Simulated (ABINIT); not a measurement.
Computed results, one entry a study.

```xyz
5
Lattice="4.482 0.000 0.000 0.000 4.482 0.000 0.000 0.000 4.482" Properties=species:S:1:pos:R:3 pbc="T T T" subject="KCaF3 (Pm-3m): a self-consistent loop beyond G0W0, cycle by cycle" method="RPA screening on PBEsol from quasiparticle energies, plane waves, norm-conserving pseudopotentials (and 5 further levels or steps)" program="ABINIT 10.8.3" settings="cutoff 36 Ha, PseudoDojo scalar-relativistic 0.4.1 standard, norm-conserving, ngkpt (2, 2, 2), nband 79, ecuteps 3.9 Ha, gwcalctyp 10, inclvkb 2, shiftk (0, 0, 0), symchi 1, awtr 1, frequency ppm, cycle 4, q points all but q = 0, 2×2×2 k-mesh" cost="18 runs, 9.8 min in all on 4 MPI ranks of Intel Xeon Platinum 8259CL at 2.50GHz (Skylake/Cascade Lake), shared host" notes="The cell and positions are those that the Materials Project relaxed with its own functionals (PBE, PBE+U or r2SCAN), kept fixed. The first cycle of evGW0 takes the full correction, without the factor Z, so it overshoots the one-shot value. The 2×2×2 mesh is coarse for this cell, which bears on the long-range parts of exchange and screening." g0w0="9.529 eV" evgw0_cycle_1="10.169 eV" evgw0_cycle_2="10.084 eV" evgw0_cycle_3="10.081 eV" evgw_cycle_1="10.908 eV" evgw_cycle_2="11.006 eV" evgw_cycle_3="11.018 eV" evgw_cycle_4="11.019 eV" known_limits="short of the basis limit; coarse k mesh"
K     2.241    2.241    2.241
Ca    0.000    0.000    0.000
F     0.000    2.241    0.000
F     0.000    0.000    2.241
F     2.241    0.000    0.000
```

[Long decimals in the printed logs are rounded to 6 places.]

[Logs are printed without paths, hosts, clocks, repeated set-up lines and the standing remarks that a program may print on its own settings, such as how far it seeks lower states.]

[Paths, hosts, dates, memory and timing lines, banners, echoed tables and standing remarks are left out of the program output; an Ansatz launch command may be rebuilt from the run's recorded settings. Measured values are a selection of at most five: reports struck by readers or far from the other reports are left out. None is set beside runs whose start may be inverted or whose files or cutoffs have a known fault.]

[Runs of the session that timed out or met a known fault of the program may be left out.]

[Hosts, paths, dates, database ids (printed as entryN), source tags and the programs' standing remarks are cut or masked in the printed files.]

[G0W0 gaps are taken among the corrected bands and points alone; a level outside them can change the order at an edge.]

[Where Ansatz stands beside ABINIT at settings called matched, ABINIT's density can come from a denser mesh and the files from another edition; pairs whose starting gaps differed by over 0.03 eV were left out, so agreement reads better than it is.]
